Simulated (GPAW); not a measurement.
# Polarising Cl/Al(110) with a field along the normal

The dipole of the cell at several fields, atoms fixed. What does the strongest field give, and what length does the slope stand for?

Set-up. GPAW 26.7.0, plane waves (400 eV), PAW setups, PBE, 8×11 mesh, a dipole layer in the vacuum; geometry relaxed without an applied field with GPAW. The cell's area is 11.60 Å², and e/ε0 = 180.95 V Å.

Results, with one row withheld:

```tsv
field (V/Å)	dipole (e Å)
−0.2	−0.2564
−0.1	−0.1923
−0.05	−0.1602
0.05	−0.0960
0.1	−0.0638
0.2	0.0006
0.3	?
```

Q: What is the dipole at 0.3 V/Å?

**Working.** A line through the 6 points has the slope α = 0.642 e Å per V/Å and the intercept p₀ = −0.1280 e Å (r.m.s. residual 8.6e−05). At 0.3 V/Å it gives p = −0.1280 + 0.642 × 0.3 = 0.0647 e Å; the run gives 0.0651 e Å, so the response stays linear to 0.2 % of the induced part. Dividing by ε0 and the area: α/(ε0 A) = 0.642 × 180.95 / 11.60 = 10.02 Å, against 7.83 Å between the outer nuclei.

**Limits.** This is the electronic response alone; ions that move would add to it in polar layers. No run was spin-polarised, so magnetic states weren't tested.

[Logs are printed without paths, hosts, clocks, repeated set-up lines and the standing remarks that a program may print on its own settings, such as how far it seeks lower states.]
